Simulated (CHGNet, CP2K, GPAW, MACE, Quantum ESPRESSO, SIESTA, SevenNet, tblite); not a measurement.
# What went wrong? Quantum ESPRESSO on TiO2(110) slab (48 atoms)

Program: Quantum ESPRESSO 7.5, a calculation on a cell of 16 Ti and 32 O, with vacuum.

Input file pw.in:

```
&control
  calculation = 'scf'
  pseudo_dir = './pseudo'
  outdir = './tmp'
  disk_io = 'none'
  tprnfor = .true.
/
&system
  ibrav = 0
  nat = 48
  ntyp = 2
  ecutwfc = 60
  ecutrho = 480
  nosym = .true.
  occupations = 'smearing'
  smearing = 'fd'
  degauss = 0.003675
  nbnd = 76
/
&electrons
  conv_thr = 2.4e-07
  electron_maxstep = 50
  mixing_beta = 0.4
  mixing_mode = 'local-TF'
  diagonalization = 'david'
/
ATOMIC_SPECIES
Ti 47.867 Ti.upf
O 15.999 O.upf
CELL_PARAMETERS angstrom
5.91800 0.00000 0.00000
0.00000 6.49690 0.00000
0.00000 0.00000 24.27914
ATOMIC_POSITIONS crystal
Ti 0.00177 0.00025 0.29844
Ti 0.24004 0.48481 0.30107
O 0.00015 0.49873 0.24570
O 0.00126 0.49386 0.35166
O 0.25880 0.78559 0.29799
O 0.24786 0.18464 0.29976
Ti 0.99971 0.49295 0.42897
Ti 0.26697 0.00042 0.43349
O 0.00514 0.00689 0.37689
O 0.00560 0.98923 0.48447
[... 34 atom lines left out ...]
O 0.50156 0.99890 0.64285
O 0.49984 0.00701 0.75359
O 0.74647 0.30574 0.70116
O 0.75437 0.69691 0.70335
K_POINTS gamma
```

Launch:

```console
> OMP_NUM_THREADS=1 mpirun -np 2 pw.x -in pw.in > output.txt
```

Output:

```text
Program PWSCF
     gamma-point specific algorithms are used
 %%%%%%%%%%%%%%%%%%%%%%%%%%%%%%%%%%%%%%%%%%%%%%%%%%%%%%%%%%%%%%%%%%%%%%%%%%%%%%
     Error in routine setup (1):
     too few bands
 %%%%%%%%%%%%%%%%%%%%%%%%%%%%%%%%%%%%%%%%%%%%%%%%%%%%%%%%%%%%%%%%%%%%%%%%%%%%%%
```

The job ended after 0.61 s (2 MPI ranks of Arm Neoverse V1, shared host; peak memory 0.15 GiB).

Banners, paths, timers and routine set-up lines are dropped from the logs unmarked, and long logs keep their key lines alone; longer cuts are marked.

Q: Find the fault and mend it.

Too few bands: bands 76. Mend: ask for at least half as many bands as electrons, and some more for the smearing.

The program stopped at the start.

[Also dropped from logs without a mark: logging warnings of Python, and SIESTA's first energy breakdown and zero terms.]

[Logs are printed without paths, hosts, clocks, repeated set-up lines and the standing remarks that a program may print on its own settings, such as how far it seeks lower states.]

[Hosts, paths, dates, database ids (printed as entryN), source tags and the programs' standing remarks are cut or masked in the printed files.]
